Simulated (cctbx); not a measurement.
# Diagnosing a refinement

Cell a = 4.1340 Å, b = 4.1340 Å, c = 11.1880 Å, α = 90.00°, β = 90.00°, γ = 90.00°; space group I4/mmm (no. 139).

Simulated single-crystal data (cctbx): Mo Kα, λ = 0.71073 Å, to d = 0.77 Å, 95 % of the full sphere, strongest reflection 70000 counts, noise from counting, a 6 % proportional error and a noise floor of 2 counts (s.d.); no absorption.

An anisotropic refinement with weights 1/σ² prints:

```text
Rint 0.046, 89 unique reflections to 0.77 A
cycle     R1     wR2    GooF  max shift (A)
   1  0.4116  0.8384  38.943   0.04603
   9  0.0497  0.0948   4.402   0.00008
final R1 0.0498 wR2 0.0948 GooF 4.402  parameters 9  data/parameter 9.9
atom        x        y        z      Ueq    occ   su(xyz)  su(Uiso or U11)
Ce1    0.00000  0.00000  0.00000   0.0036  1.000  0.00000  0.0007
Rh1    0.00000  0.50000  0.25000   0.0053  1.000  0.00000  0.0007
Al1    0.50000  0.50000  0.15320   0.0062  1.000  0.00038  0.0013
Cr1    0.50000  0.50000  0.00000   0.6753  1.000  0.00000  0.0763
difference map: max 12.61 min -1.98 rms 0.76
Q1    0.0000  0.0000  0.5000    2   12.61  0.00 A from Cr1
Q2    0.0000  0.5000  0.2500    4    9.83  0.00 A from Rh1
Q3    0.0000  0.0000  0.0000    2    8.57  0.00 A from Ce1
Q4    0.0946  0.0946  0.2089   16    1.00  1.64 A from Al1
Q5    0.0943  0.2395  0.2480   32    0.91  1.15 A from Rh1
Q6    0.0000  0.3606  0.3309   16    0.81  1.07 A from Rh1
```

**Question.** Can this result stand? If not, what is the likely fault?

Mend it. The fault: wrong element: Cr1 is C. Against the right model at the same level, R1 goes from 0.0105 to 0.0498 and GooF from 1.04 to 4.40, U of Cr1 swells from 0.0110 to 0.6753 Å² and the top difference peak, 12.6 e/Å³, lies on Cr1. Cr1 has 18 electrons too many and its U swells to shed them, as expected.

The compound is CeAl2Rh2C. The right model at the same level gives:

```text
Rint 0.046, 89 unique reflections to 0.77 A
cycle     R1     wR2    GooF  max shift (A)
   1  0.0107  0.0232   1.076   0.00012
   2  0.0105  0.0224   1.042   0.00000
final R1 0.0105 wR2 0.0224 GooF 1.042  parameters 9  data/parameter 9.9
atom        x        y        z      Ueq    occ   su(xyz)  su(Uiso or U11)
Ce1    0.00000  0.00000  0.00000   0.0044  1.000  0.00000  0.0002
Rh1    0.00000  0.50000  0.25000   0.0050  1.000  0.00000  0.0002
Al1    0.50000  0.50000  0.15310   0.0097  1.000  0.00009  0.0003
C1     0.50000  0.50000  0.00000   0.0110  1.000  0.00000  0.0023
difference map: max 0.52 min -0.46 rms 0.16
Q1    0.1028  0.1028  0.2162   16    0.54  1.58 A from Al1
Q2    0.2397  0.2397  0.1027   16    0.38  1.62 A from Al1
Q3    0.0000  0.0000  0.1071    4    0.36  1.20 A from Ce1
Q4    0.2062  0.2062  0.5000    8    0.35  1.21 A from C1
Q5    0.0000  0.2822  0.0000    8    0.34  1.17 A from Ce1
Q6    0.0000  0.0000  0.3554    4    0.33  0.09 A from Al1
```

The model was made for the exercise: a known structure type with other elements put in, its volume estimated, not relaxed; displacement parameters are assumed.

[Middle refinement cycles are left out of these outputs.]

[Logs are printed without paths, hosts, clocks, repeated set-up lines and the standing remarks that a program may print on its own settings, such as how far it seeks lower states.]
